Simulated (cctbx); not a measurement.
# Lattice, Laue class and space group of a new crystal

Cell: a = 8.2280 Å, b = 8.3800 Å, c = 14.1200 Å, α = 90.00°, β = 90.00°, γ = 90.00°. Expected content of the cell: Au8 Eu8 Ge8 Si16 Mg8.

The data are simulated with cctbx, not measured: Mo Kα, λ = 0.71073 Å, to d = 0.6 Å, 70 % of the full sphere, strongest reflection 20000 counts, noise from counting, a 1.5 % proportional error and a noise floor of 2 counts (s.d.); no absorption.

Tests on the unmerged data give:

```text
13291 reflections to d = 0.600 A
centring   violations  <I/sigma> of those
    A          0 of  6643     -0.0
    B          0 of  6664     -0.0
    C          0 of  6707     -0.0
    I       1419 of  6641      3.3
    R       1713 of  8917      4.2
    F          0 of 10007     -0.0
Laue class    unique    Rint  (classes that these axes allow; Friedel mates merged)
F m m m           678   0.021
space group    extra absences  I>4sigma  <I/sigma>
F 2 2 2                 0          0         -  acentric
F m m 2                 0          0         -  acentric
F 2 m m                 0          0         -  acentric
F m 2 m                 0          0         -  acentric
F m m m                 0          0         -  centric
Wilson B = 0.71 A^2   <|E^2-1|> = 0.948 (0.968 centric, 0.736 acentric)   E^2>4: 2.2 %
shell (A)         n   <I/sigma>
 7.06 - 1.20     95     50.0
 1.20 - 0.95     90     42.6
 0.95 - 0.83     73     36.0
 0.83 - 0.76     94     35.7
 0.76 - 0.70     80     32.3
 0.70 - 0.66     81     29.3
 0.66 - 0.63     81     26.8
 0.63 - 0.60     84     26.2
```

**Question.** What are the lattice type, the Laue class and the likely space group?

The reflections that A, B, C and F centring forbids are absent (⟨I/σ⟩ near 0), so the lattice is F. F holds A, B and C together.

Only F m m m fits these axes (Rint 0.021); a search for a hidden higher lattice was not made.

5 settings pass the absence test. No glide or screw absences show, which leaves F 2 2 2, F m m 2, F 2 m m, F m 2 m and F m m m.

⟨|E²−1|⟩ = 0.948 leans to a centrosymmetric structure. The Wilson B of 0.71 Å² means U ≈ 0.0090 Å².

The true group is Fmmm (no. 69), Laue class mmm, centrosymmetric. The tables only narrow the choice to the tied entries; cell content, site symmetry and trial solutions must settle it.

The model was made for the exercise: a known structure type with other elements put in, its volume estimated, not relaxed; displacement parameters are assumed.

[Logs are printed without paths, hosts, clocks, repeated set-up lines and the standing remarks that a program may print on its own settings, such as how far it seeks lower states.]
